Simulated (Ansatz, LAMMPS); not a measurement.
**A faulty run on liquid (Li,Cs)F at 1200 K (134 atoms)**

Program: Ansatz 0.2.0. The cell: 24 Li, 43 Cs and 67 F.

input.yaml

```yaml
crystal:
  lattice:
    - [15.6676, 0.0, 0.0]
    - [0.0, 15.6676, 0.0]
    - [0.0, 0.0, 15.6676]
  atoms:
    - { symbol: Li, position: [0.01863, 0.90063, 0.59174] }
    - { symbol: Li, position: [0.53515, 0.75943, 0.45224] }
    - { symbol: Li, position: [0.44049, 0.35253, 0.10098] }
    - { symbol: Li, position: [0.29027, 0.19092, 0.38257] }
    - { symbol: Li, position: [0.06055, 0.4514, 0.16757] }
    - { symbol: Li, position: [0.00911, 0.08815, 0.96814] }
    - { symbol: Li, position: [0.66172, 0.87066, 0.52578] }
    - { symbol: Li, position: [0.34177, 0.97437, 0.01196] }
    - { symbol: Li, position: [0.20927, 0.92786, 0.93044] }
    - { symbol: Li, position: [0.65942, 0.28245, 0.045] }
    - { symbol: Li, position: [0.80501, 0.54597, 0.40934] }
    - { symbol: Li, position: [0.18406, 0.56649, 0.81725] }
    - { symbol: Li, position: [0.10408, 0.81545, 0.4142] }
    - { symbol: Li, position: [0.20549, 0.79519, 0.26221] }
    - { symbol: Li, position: [0.53006, 0.74533, 0.66335] }
    - { symbol: Li, position: [0.86504, 0.81666, 0.49019] }
    - { symbol: Li, position: [0.05753, 0.90864, 0.88649] }
    - { symbol: Li, position: [0.37269, 0.64484, 0.33837] }
    [... 110 atom lines left out ...]
    - { symbol: F, position: [0.78049, 0.17168, 0.65347] }
    - { symbol: F, position: [0.80819, 0.66411, 0.37892] }
    - { symbol: F, position: [0.0654, 0.79061, 0.29129] }
    - { symbol: F, position: [0.73035, 0.32181, 0.20361] }
    - { symbol: F, position: [0.52478, 0.09456, 0.28951] }
    - { symbol: F, position: [0.81038, 0.16044, 0.39783] }
kpoints:
  mp_grid: { grid: [1, 1, 1] }
hamiltonian:
  xc: pbe
scf:
  occupations: { method: fixed }
  eigensolver: { kind: { support_functions: { accuracy: medium, radius: 3.78 } } }
  mixing: { beta: 0.4 }
  max_iter: 150
output:
  forces: true
  eigenvalues: true
```

Command:

```bash
> ansatz run input.yaml --threads 8 --pin off --max-ram 15872MiB --backend cpu --events-out ev --progress --plain --runs-dir out
```

What it wrote:

```text
Warning: scf.eigensolver.kind.support_functions: disabling space-group detection — the functions' gradient is summed over unrotated k-points, so no spatial operation reduces the k-mesh or symmetrises the density; time reversal is kept, so that k and −k are solved as one point where they differ and the mesh holds both, and exact exchange and, on two spinor components, a DFT+U term hold to it where the run has them: [...]
Warning: basis.ecutwfc = 631 eV, auto-derived: no grid that the accuracy of the support functions lays serves the files at the lower one that their records recommend; a deck with other species or settings can derive another value
settings of this run that can trade accuracy for cost: scf.eigensolver.kind.support_functions [...]
Engine: ansatz 0.2.0, aarch64-unknown-linux-gnu
Pseudopotentials: kind: paw
Pseudopotential: Li, paw, valence charge 3, recommended cutoff 420 eV (normal), Li.paw.azcp
Pseudopotential: Cs, paw, valence charge 9, recommended cutoff 420 eV (normal), Cs.paw.azcp
Pseudopotential: F, paw, valence charge 7, recommended cutoff 420 eV (normal), F.paw.azcp
[... 5 lines on functional and potentials left out ...]
Error: SCF: the radius of support functions is under 4.23 Å, the least for these sites at the functions' level (scf.eigensolver.kind.support_functions.accuracy). Use scf.eigensolver.kind: auto, or type scf.eigensolver.kind.support_functions.radius at least as long, [...]
```

Wall time 3.2 s (8 threads of Arm Neoverse V2, shared host); peak memory 0.92 GiB.

**Question.** What is wrong with this input, and how is it mended?

A radius under the least that the level allows: support_functions.radius = 3.78.

The fix is to use a longer radius.

The run ended with an error.

[Logs are printed without paths, hosts, clocks, repeated set-up lines and the standing remarks that a program may print on its own settings, such as how far it seeks lower states.]

[Hosts, paths, dates, database ids (printed as entryN), source tags and the programs' standing remarks are cut or masked in the printed files.]
